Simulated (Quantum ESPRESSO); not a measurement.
# Al (Fm-3m): a volume series of phonon spectra, part 3 of 6

Wanted: mode Grüneisen parameters of Al and a free-energy fit over volumes.

Experimental results on record:
- volume expansion coefficient 69 1e-6/K and heat capacity C_P per formula unit 24.2 J/mol/K near room temperature (given in “High-Throughput Prediction of Finite-Temperature Properties using the Quasi-Harmonic Approximation”, 2016, arXiv:1603.06924)

Quantum ESPRESSO 7.5; DFT PBEsol, scalar-relativistic, plane waves, GBRV ultrasoft pseudopotentials.

So far. Step 2 (A first coarse run): The start is under -2.0 GPa at this level and looks like a metal on this mesh. Step 3 (Finding the static equilibrium): After the last step pw.x solved the final cell once more on a basis chosen for it, which moves the energy without moving the atoms.

## 4. Self-consistent run

A tight ground state at this cell gives the energy of this member; its pressure is the stress at this cutoff, which can carry an offset from the finite basis.

Input file scf.in:

```
&CONTROL
  calculation = 'scf'
  prefix      = 'x'
  outdir      = './tmp'
  pseudo_dir  = './pseudo'
  tprnfor     = .true.
  tstress     = .true.
/
&SYSTEM
  ibrav       = 0
  nat         = 1
  ntyp        = 1
  ecutwfc     = 40.0
  ecutrho     = 240.0
  occupations = 'smearing'
  smearing    = 'mv'
  degauss     = 0.02
/
&ELECTRONS
  conv_thr         = 1.0d-12
  mixing_beta      = 0.7
  electron_maxstep = 100
/
ATOMIC_SPECIES
 Al     26.9815  Al.upf
CELL_PARAMETERS angstrom
     0.000000000    2.006679707    2.006679707
     2.006679707    0.000000000    2.006679707
     2.006679707    2.006679707    0.000000000
ATOMIC_POSITIONS crystal
 Al     0.000000000   0.000000000   0.000000000
K_POINTS automatic
 16 16 16 0 0 0
```

Launch:

```
$ OMP_NUM_THREADS=1 mpirun -n 4 pw.x -nk 4 -in scf.in > scf.out
```

The program printed:

```text
[banner, memory and clock lines left out]
Program PWSCF v.7.5

     Message from routine setup:
     using ibrav=0 with symmetry is DISCOURAGED, use correct ibrav instead

     G-vector sticks info

     bravais-lattice index     =            0
     lattice parameter (alat)  =       5.3628  a.u.
     unit-cell volume          =     109.0588 (a.u.)^3
     number of atoms/cell      =            1
     number of atomic types    =            1
     number of electrons       =         3.00
     number of Kohn-Sham states=            6
     kinetic-energy cutoff     =      40.0000  Ry
     charge density cutoff     =     240.0000  Ry
     scf convergence threshold =      1.0E-12
     mixing beta               =       0.7000
     number of iterations used =            8  plain     mixing
     Exchange-correlation= SLA  PW   PSX  PSC
                           (   1   4  10   8   0   0   0)

     celldm(1)=   5.362804  celldm(2)=   0.000000  celldm(3)=   0.000000
     celldm(4)=   0.000000  celldm(5)=   0.000000  celldm(6)=   0.000000

     crystal axes: (cart. coord. in units of alat)
               a(1) = (   0.000000   0.707107   0.707107 )
               a(2) = (   0.707107   0.000000   0.707107 )
               a(3) = (   0.707107   0.707107   0.000000 )

     reciprocal axes: (cart. coord. in units 2 pi/alat)
               b(1) = ( -0.707107  0.707107  0.707107 )
               b(2) = (  0.707107 -0.707107  0.707107 )
               b(3) = (  0.707107  0.707107 -0.707107 )

     PseudoPot. # 1 for Al read from file:
     ./pseudo/Al.upf
     Pseudo is Ultrasoft + core correction, Zval =  3.0
     Using radial grid of  893 points,  3 beta functions with:
                l(1) =   0
                l(2) =   1
                l(3) =   2
     Q(r) pseudized with  8 coefficients,  rinner =    0.900   0.900   0.900
                                                       0.900   0.900

     atomic species   valence    mass     pseudopotential
     Al                3.00    26.98150     Al( 1.00)

     48 Sym. Ops., with inversion, found

   Cartesian axes

     site n.     atom                  positions (alat units)
         1        Al     tau(   1) = (   0.0000000   0.0000000   0.0000000  )

     number of k points=   145  Marzari-Vanderbilt smearing, width (Ry)=  0.0200

     Number of k-points >= 100: set verbosity='high' to print them.

     Dense  grid:     6855 G-vectors     FFT dimensions: (  27,  27,  27)

     Smooth grid:     3719 G-vectors     FFT dimensions: (  24,  24,  24)

     Initial potential from superposition of free atoms

     starting charge       2.9976, renormalised to       3.0000
     Starting wfcs are    4 randomized atomic wfcs +    2 random wfcs

     per-process dynamical memory:     9.2 Mb

     Self-consistent Calculation

     iteration #  1     ecut=    40.00 Ry     beta= 0.70
     Davidson diagonalization with overlap
     ethr =  1.00E-02,  avg # of iterations =  5.6

     Threshold (ethr) on eigenvalues was too large:
     Diagonalizing with lowered threshold

     Davidson diagonalization with overlap
     ethr =  2.00E-04,  avg # of iterations =  2.0

     total energy              =      -6.66466641 Ry
     estimated scf accuracy    <       0.00597430 Ry

     iteration #  2     ecut=    40.00 Ry     beta= 0.70
     Davidson diagonalization with overlap
     ethr =  1.99E-04,  avg # of iterations =  1.0

     total energy              =      -6.66469401 Ry
     estimated scf accuracy    <       0.00033859 Ry

     iteration #  3     ecut=    40.00 Ry     beta= 0.70
     Davidson diagonalization with overlap
     ethr =  1.13E-05,  avg # of iterations =  2.3

     total energy              =      -6.66470799 Ry
     estimated scf accuracy    <       0.00000095 Ry

     iteration #  4     ecut=    40.00 Ry     beta= 0.70
     Davidson diagonalization with overlap
     ethr =  3.16E-08,  avg # of iterations =  2.4

     total energy              =      -6.66470844 Ry
     estimated scf accuracy    <          5.8E-09 Ry

     iteration #  5     ecut=    40.00 Ry     beta= 0.70
     Davidson diagonalization with overlap
     ethr =  1.95E-10,  avg # of iterations =  2.0

     total energy              =      -6.66470844 Ry
     estimated scf accuracy    <          4.2E-10 Ry

     iteration #  6     ecut=    40.00 Ry     beta= 0.70
     Davidson diagonalization with overlap
     ethr =  1.39E-11,  avg # of iterations =  1.1

     total energy              =      -6.66470844 Ry
     estimated scf accuracy    <          4.1E-12 Ry

     iteration #  7     ecut=    40.00 Ry     beta= 0.70
     Davidson diagonalization with overlap
     ethr =  1.36E-13,  avg # of iterations =  1.9

     End of self-consistent calculation

     Number of k-points >= 100: set verbosity='high' to print the bands.

     the Fermi energy is     8.0977 ev

!    total energy              =      -6.66470844 Ry
     estimated scf accuracy    <          2.3E-14 Ry
     smearing contrib. (-TS)   =      -0.00000085 Ry
     internal energy E=F+TS    =      -6.66470759 Ry

     The total energy is F=E-TS. E is the sum of the following terms:
     one-electron contribution =       3.03122297 Ry
     hartree contribution      =       0.00840156 Ry
     xc contribution           =      -4.26354338 Ry
     ewald contribution        =      -5.44078874 Ry

     convergence has been achieved in   7 iterations

     Forces acting on atoms (cartesian axes, Ry/au):

     atom    1 type  1   force =     0.00000000    0.00000000    0.00000000

     Total force =     0.000000     Total SCF correction =     0.000000

     Computing stress (Cartesian axis) and pressure

          total   stress  (Ry/bohr**3)                   (kbar)     P=        0.01
   0.00000008  -0.00000000  -0.00000000            0.01       -0.00       -0.00
  -0.00000000   0.00000008   0.00000000           -0.00        0.01        0.00
  -0.00000000   0.00000000   0.00000008           -0.00        0.00        0.01

     XML data file, charge density, pseudopotentials, collected wavefunctions
```

It took 2.5 s on 4 MPI ranks of Arm Neoverse V1, shared host.

On a basis chosen for the relaxed cell the pressure is 0.001 GPa, small enough for phonons.

## 5. Forces on a displaced cell

One atom (for the harmonic constants) or a pair of atoms (for the cubic ones) is moved by a few hundredths of an ångström; the forces on all atoms give a column of force constants. The threshold is tight because the forces are small.

System of this step: Al. It takes space group Imm2 (No. 44, orthorhombic). Conventional cell: a = 5.676 Å, b = 8.027 Å, c = 5.676 Å, α = 90.00°, β = 90.00°, γ = 90.00°. Nearest to Al lie 12 Al at 2.82 to 2.86 Å. Al has 12 Al at 2.82 to 2.86 Å nearest. Nearest to Al lie 12 Al at 2.83 to 2.85 Å. Nearest to Al lie 12 Al at 2.84 Å. Nearest to Al lie 12 Al at 2.84 Å.

Input file disp-00001.in:

```
&CONTROL
  calculation = 'scf'
  prefix      = 'x'
  outdir      = './tmp'
  pseudo_dir  = './pseudo'
  tprnfor     = .true.
  disk_io     = 'none'
/
&SYSTEM
  ibrav       = 0
  nat         = 8
  ntyp        = 1
  ecutwfc     = 40.0
  ecutrho     = 240.0
  occupations = 'smearing'
  smearing    = 'mv'
  degauss     = 0.02
/
&ELECTRONS
  conv_thr         = 1.0d-11
  mixing_beta      = 0.7
  electron_maxstep = 100
/
ATOMIC_SPECIES
 Al     26.9815  Al.upf
CELL_PARAMETERS angstrom
     0.000000000    4.013359414    4.013359414
     4.013359414    0.000000000    4.013359414
     4.013359414    4.013359414    0.000000000
ATOMIC_POSITIONS crystal
 Al     0.003523765   0.000000000   0.000000000
 Al     0.500000000   0.000000000   0.000000000
 Al     0.000000000   0.500000000   0.000000000
 Al     0.500000000   0.500000000   0.000000000
 Al     0.000000000   0.000000000   0.500000000
 Al     0.500000000   0.000000000   0.500000000
 Al     0.000000000   0.500000000   0.500000000
 Al     0.500000000   0.500000000   0.500000000
K_POINTS automatic
 7 7 7 0 0 0
```

Launch:

```
$ OMP_NUM_THREADS=1 mpirun -n 4 pw.x -nk 4 -in disp-00001.in > disp-00001.out
```

The program printed:

```text
[banner, memory and clock lines left out]
Program PWSCF v.7.5

     Message from routine setup:
     using ibrav=0 with symmetry is DISCOURAGED, use correct ibrav instead

     G-vector sticks info

     bravais-lattice index     =            0
     lattice parameter (alat)  =      10.7256  a.u.
     unit-cell volume          =     872.4705 (a.u.)^3
     number of atoms/cell      =            8
     number of atomic types    =            1
     number of electrons       =        24.00
     number of Kohn-Sham states=           16
     kinetic-energy cutoff     =      40.0000  Ry
     charge density cutoff     =     240.0000  Ry
     scf convergence threshold =      1.0E-11
     mixing beta               =       0.7000
     number of iterations used =            8  plain     mixing
     Exchange-correlation= SLA  PW   PSX  PSC
                           (   1   4  10   8   0   0   0)

     celldm(1)=  10.725608  celldm(2)=   0.000000  celldm(3)=   0.000000
     celldm(4)=   0.000000  celldm(5)=   0.000000  celldm(6)=   0.000000

     crystal axes: (cart. coord. in units of alat)
               a(1) = (   0.000000   0.707107   0.707107 )
               a(2) = (   0.707107   0.000000   0.707107 )
               a(3) = (   0.707107   0.707107   0.000000 )

     reciprocal axes: (cart. coord. in units 2 pi/alat)
               b(1) = ( -0.707107  0.707107  0.707107 )
               b(2) = (  0.707107 -0.707107  0.707107 )
               b(3) = (  0.707107  0.707107 -0.707107 )

     PseudoPot. # 1 for Al read from file:
     ./pseudo/Al.upf
     Pseudo is Ultrasoft + core correction, Zval =  3.0
     Using radial grid of  893 points,  3 beta functions with:
                l(1) =   0
                l(2) =   1
                l(3) =   2
     Q(r) pseudized with  8 coefficients,  rinner =    0.900   0.900   0.900
                                                       0.900   0.900

     atomic species   valence    mass     pseudopotential
     Al                3.00    26.98150     Al( 1.00)

      4 Sym. Ops. (no inversion) found

   Cartesian axes

     site n.     atom                  positions (alat units)
         1        Al     tau(   1) = (   0.0000000   0.0024917   0.0024917  )
         2        Al     tau(   2) = (   0.0000000   0.3535534   0.3535534  )
         3        Al     tau(   3) = (   0.3535534   0.0000000   0.3535534  )
         4        Al     tau(   4) = (   0.3535534   0.3535534   0.7071068  )
         5        Al     tau(   5) = (   0.3535534   0.3535534   0.0000000  )
         6        Al     tau(   6) = (   0.3535534   0.7071068   0.3535534  )
         7        Al     tau(   7) = (   0.7071068   0.3535534   0.3535534  )
         8        Al     tau(   8) = (   0.7071068   0.7071068   0.7071068  )

     number of k points=    64  Marzari-Vanderbilt smearing, width (Ry)=  0.0200
                       cart. coord. in units 2pi/alat
        k(    1) = (   0.0000000   0.0000000   0.0000000), wk =   0.0058309
        k(    2) = (   0.1010153   0.1010153  -0.1010153), wk =   0.0233236
        k(    3) = (   0.2020305   0.2020305  -0.2020305), wk =   0.0233236
        k(    4) = (   0.3030458   0.3030458  -0.3030458), wk =   0.0233236
        k(    5) = (   0.2020305  -0.0000000   0.0000000), wk =   0.0116618
        k(    6) = (   0.3030458   0.1010153  -0.1010153), wk =   0.0233236
        k(    7) = (   0.4040610   0.2020305  -0.2020305), wk =   0.0233236
        k(    8) = (  -0.2020305  -0.4040610   0.4040610), wk =   0.0233236
        k(    9) = (  -0.1010153  -0.3030458   0.3030458), wk =   0.0233236
        k(   10) = (  -0.0000000  -0.2020305   0.2020305), wk =   0.0116618
        k(   11) = (   0.4040610  -0.0000000   0.0000000), wk =   0.0116618
        k(   12) = (   0.5050763   0.1010153  -0.1010153), wk =   0.0233236
        k(   13) = (  -0.1010153  -0.5050763   0.5050763), wk =   0.0233236
        k(   14) = (   0.0000000  -0.4040610   0.4040610), wk =   0.0116618
        k(   15) = (   0.6060915  -0.0000000   0.0000000), wk =   0.0116618
        k(   16) = (  -0.0000000  -0.6060915   0.6060915), wk =   0.0116618
[...]
k(   57) = (  -0.6060915   0.4040610   0.2020305), wk =   0.0466472
        k(   58) = (   0.2020305   0.4040610   0.6060915), wk =   0.0466472
        k(   59) = (  -0.5050763  -0.1010153  -0.7071068), wk =   0.0466472
        k(   60) = (   0.7071068   0.5050763  -0.1010153), wk =   0.0233236
        k(   61) = (  -0.7071068   0.5050763   0.1010153), wk =   0.0233236
        k(   62) = (  -0.4040610  -0.0000000  -0.6060915), wk =   0.0466472
        k(   63) = (   0.6060915   0.4040610   0.0000000), wk =   0.0466472
        k(   64) = (   0.0000000   0.4040610   0.6060915), wk =   0.0233236

     Dense  grid:    54769 G-vectors     FFT dimensions: (  54,  54,  54)

     Smooth grid:    29939 G-vectors     FFT dimensions: (  45,  45,  45)

     Initial potential from superposition of free atoms

     starting charge      23.9812, renormalised to      24.0000
     Starting wfcs are   32 randomized atomic wfcs

     per-process dynamical memory:    51.1 Mb

     Self-consistent Calculation

     iteration #  1     ecut=    40.00 Ry     beta= 0.70
     Davidson diagonalization with overlap
     ethr =  1.00E-02,  avg # of iterations =  3.0

     Threshold (ethr) on eigenvalues was too large:
     Diagonalizing with lowered threshold

     Davidson diagonalization with overlap
     ethr =  1.85E-04,  avg # of iterations =  4.0

     total energy              =     -53.30919935 Ry
     estimated scf accuracy    <       0.04831662 Ry

     iteration #  2     ecut=    40.00 Ry     beta= 0.70
     Davidson diagonalization with overlap
     ethr =  2.01E-04,  avg # of iterations =  1.0

     total energy              =     -53.30965976 Ry
     estimated scf accuracy    <       0.00281684 Ry

     iteration #  3     ecut=    40.00 Ry     beta= 0.70
     Davidson diagonalization with overlap
     ethr =  1.17E-05,  avg # of iterations =  3.5

     total energy              =     -53.30989272 Ry
     estimated scf accuracy    <       0.00001442 Ry

     iteration #  4     ecut=    40.00 Ry     beta= 0.70
     Davidson diagonalization with overlap
     c_bands:  1 eigenvalues not converged
     ethr =  6.01E-08,  avg # of iterations =  6.6

     total energy              =     -53.30991010 Ry
     estimated scf accuracy    <       0.00000493 Ry

     iteration #  5     ecut=    40.00 Ry     beta= 0.70
     Davidson diagonalization with overlap
     ethr =  2.06E-08,  avg # of iterations =  2.2

[...]
5.2932   5.3002   5.3072   7.7650   8.8237   8.8328   8.8421   9.8615

          k = 0.3030 0.3030-0.3030 (  3732 PWs)   bands (ev):

    -1.9863  -1.0120   2.8083   2.8150   2.8216   3.1165   3.1230   3.1297
     6.5621   6.5695   6.5768   8.0621   8.0704   8.0787  10.2292  10.7449

          k = 0.2020-0.0000 0.0000 (  3719 PWs)   bands (ev):

    -3.0602   2.3945   2.4140   2.4141   2.4334   3.3271   4.9265   4.9468
     4.9469   4.9662   5.2388   5.2397   6.6398   6.6398   8.5202  11.2918

          k = 0.3030 0.1010-0.1010 (  3719 PWs)   bands (ev):

    -2.7326   0.8266   2.0928   2.1037   2.4034   3.3497   4.6384   4.8070
     4.8168   5.8659   5.8777   7.1054   7.6596   7.6710   9.7244   9.7328

          k = 0.4041 0.2020-0.2020 (  3730 PWs)   bands (ev):

    -2.1260  -0.5042   1.7306   2.0471   2.0581   4.2122   4.2228   4.4047
     4.7346   7.0411   7.0536   7.8991   7.9131   9.4357   9.4443   9.4962

          k =-0.2020-0.4041 0.4041 (  3727 PWs)   bands (ev):

    -1.5681  -1.2435   1.3255   2.2696   2.2805   3.8306   3.8414   4.7399
     6.0458   6.3376   6.3493   8.4451   8.4592   8.7778   9.9573  11.4160

          k =-0.1010-0.3030 0.3030 (  3728 PWs)   bands (ev):

[...]
k =-0.0000-0.2020 0.2020 (  3725 PWs)   bands (ev):

[...]
k = 0.4041-0.0000 0.0000 (  3723 PWs)   bands (ev):

[...]
k = 0.5051 0.1010-0.1010 (  3721 PWs)   bands (ev):

[...]
k =-0.1010-0.5051 0.5051 (  3734 PWs)   bands (ev):

[...]
k = 0.0000-0.4041 0.4041 (  3723 PWs)   bands (ev):

[...]
k = 0.6061-0.0000 0.0000 (  3736 PWs)   bands (ev):

[...]
k =-0.0000-0.6061 0.6061 (  3746 PWs)   bands (ev):

[...]
k = 0.4041 0.2020 0.0000 (  3721 PWs)   bands (ev):

[...]
k =-0.2020-0.4041 0.6061 (  3723 PWs)   bands (ev):

[...]
k =-0.1010-0.5051 0.7071 (  3732 PWs)   bands (ev):

[...]
k = 0.0000-0.4041 0.6061 (  3727 PWs)   bands (ev):

[...]
k = 0.1010 0.1010 0.1010 (  3731 PWs)   bands (ev):

[...]
k = 0.2020 0.2020 0.2020 (  3726 PWs)   bands (ev):

[...]
k = 0.3030 0.3030 0.3030 (  3732 PWs)   bands (ev):

[...]
k =-0.0000 0.2020 0.0000 (  3719 PWs)   bands (ev):

[...]
k = 0.1010 0.3030 0.1010 (  3719 PWs)   bands (ev):

[...]
k =-0.1010-0.3030 0.1010 (  3719 PWs)   bands (ev):

[...]
k =-0.3030-0.1010-0.1010 (  3719 PWs)   bands (ev):

[...]
k = 0.2020 0.4041 0.2020 (  3730 PWs)   bands (ev):

[...]
k =-0.2020-0.4041 0.2020 (  3730 PWs)   bands (ev):

[...]
k =-0.4041-0.2020-0.2020 (  3730 PWs)   bands (ev):

[...]
k =-0.4041-0.2020-0.4041 (  3727 PWs)   bands (ev):

[...]
k = 0.4041 0.2020-0.4041 (  3727 PWs)   bands (ev):

[...]
k = 0.2020 0.4041 0.4041 (  3727 PWs)   bands (ev):

[...]
k =-0.3030-0.1010-0.3030 (  3728 PWs)   bands (ev):

[...]
k = 0.3030 0.1010-0.3030 (  3728 PWs)   bands (ev):

[...]
k = 0.1010 0.3030 0.3030 (  3728 PWs)   bands (ev):

[...]
k =-0.2020-0.0000-0.2020 (  3725 PWs)   bands (ev):

[...]
k = 0.0000 0.2020 0.2020 (  3725 PWs)   bands (ev):

[...]
k =-0.0000 0.4041 0.0000 (  3723 PWs)   bands (ev):

[...]
k = 0.1010 0.5051 0.1010 (  3721 PWs)   bands (ev):

[...]
k =-0.1010-0.5051 0.1010 (  3721 PWs)   bands (ev):

[...]
k =-0.5051-0.1010-0.1010 (  3721 PWs)   bands (ev):

[...]
k =-0.5051-0.1010-0.5051 (  3734 PWs)   bands (ev):

[...]
k = 0.5051 0.1010-0.5051 (  3734 PWs)   bands (ev):

[...]
k = 0.1010 0.5051 0.5051 (  3734 PWs)   bands (ev):

[...]
k =-0.4041 0.0000-0.4041 (  3723 PWs)   bands (ev):

[...]
k = 0.0000 0.4041 0.4041 (  3723 PWs)   bands (ev):

[...]
k =-0.0000 0.6061 0.0000 (  3736 PWs)   bands (ev):

[...]
k =-0.6061 0.0000-0.6061 (  3746 PWs)   bands (ev):

[...]
k = 0.0000 0.6061 0.6061 (  3746 PWs)   bands (ev):

[...]
k = 0.2020 0.4041 0.0000 (  3721 PWs)   bands (ev):

[...]
k =-0.0000-0.2020 0.4041 (  3721 PWs)   bands (ev):

[...]
k = 0.0000-0.2020-0.4041 (  3721 PWs)   bands (ev):

[...]
k =-0.4041-0.2020-0.6061 (  3723 PWs)   bands (ev):

[...]
k = 0.4041 0.2020-0.6061 (  3723 PWs)   bands (ev):

[...]
k = 0.6061 0.4041-0.2020 (  3723 PWs)   bands (ev):

[...]
k =-0.6061 0.4041 0.2020 (  3723 PWs)   bands (ev):

[...]
k = 0.2020 0.4041 0.6061 (  3723 PWs)   bands (ev):

[...]
k =-0.5051-0.1010-0.7071 (  3732 PWs)   bands (ev):

[...]
k = 0.7071 0.5051-0.1010 (  3732 PWs)   bands (ev):

[...]
k =-0.7071 0.5051 0.1010 (  3732 PWs)   bands (ev):

    -1.3828  -0.0910   0.2312   0.2313   2.7745   2.7746   4.9265   6.1456
     6.7977   7.6303   7.6304   8.0097   8.3019   9.3527  10.0599  10.0600

          k =-0.4041-0.0000-0.6061 (  3727 PWs)   bands (ev):

    -0.8277  -0.5138  -0.4952   0.4599   2.9961   4.2468   4.5387   4.5578
     6.9223   6.9428   7.3175   8.5286   8.8452   9.7963   9.8127  10.0462

          k = 0.6061 0.4041 0.0000 (  3727 PWs)   bands (ev):

    -0.8277  -0.5138  -0.4952   0.4598   2.9962   4.2467   4.5388   4.5578
     6.9223   6.9427   7.3175   8.5284   8.8453   9.7964   9.8127  10.0461

          k = 0.0000 0.4041 0.6061 (  3727 PWs)   bands (ev):

    -0.8281  -0.5046  -0.5039   0.4597   2.9961   4.2469   4.5483   4.5483
     6.9326   6.9327   7.3171   8.5285   8.8452   9.8040   9.8048  10.0466

     the Fermi energy is     8.0461 ev

!    total energy              =     -53.30991139 Ry
     estimated scf accuracy    <          3.2E-12 Ry
     smearing contrib. (-TS)   =      -0.00061533 Ry
     internal energy E=F+TS    =     -53.30929607 Ry

     The total energy is F=E-TS. E is the sum of the following terms:
     one-electron contribution =      24.25591553 Ry
     hartree contribution      =       0.06734209 Ry
     xc contribution           =     -34.10667579 Ry
     ewald contribution        =     -43.52587790 Ry

     convergence has been achieved in   9 iterations

     Forces acting on atoms (cartesian axes, Ry/au):

     atom    1 type  1   force =     0.00000000   -0.00252293   -0.00252293
     atom    2 type  1   force =    -0.00000000    0.00149565    0.00149565
     atom    3 type  1   force =     0.00078650   -0.00020542    0.00070745
     atom    4 type  1   force =    -0.00078650    0.00070745   -0.00020542
     atom    5 type  1   force =     0.00078650    0.00070745   -0.00020542
     atom    6 type  1   force =    -0.00078650   -0.00020542    0.00070745
     atom    7 type  1   force =    -0.00000000   -0.00007898   -0.00007898
     atom    8 type  1   force =    -0.00000000    0.00010220    0.00010220

     Total force =     0.004678     Total SCF correction =     0.000000
     Message from routine punch:
     Nothing written, as per user request (disk_io='none')
```

The job ended after 24 s (4 MPI ranks).

[end of part 3 of 6]

[Logs are printed without paths, hosts, clocks, repeated set-up lines and the standing remarks that a program may print on its own settings, such as how far it seeks lower states.]

[Hosts, paths, dates, database ids (printed as entryN), source tags and the programs' standing remarks are cut or masked in the printed files.]

[A step with changed settings may run another functional than the one named; its input shows which.]

[Of the runs on displaced cells, only some may be shown.]
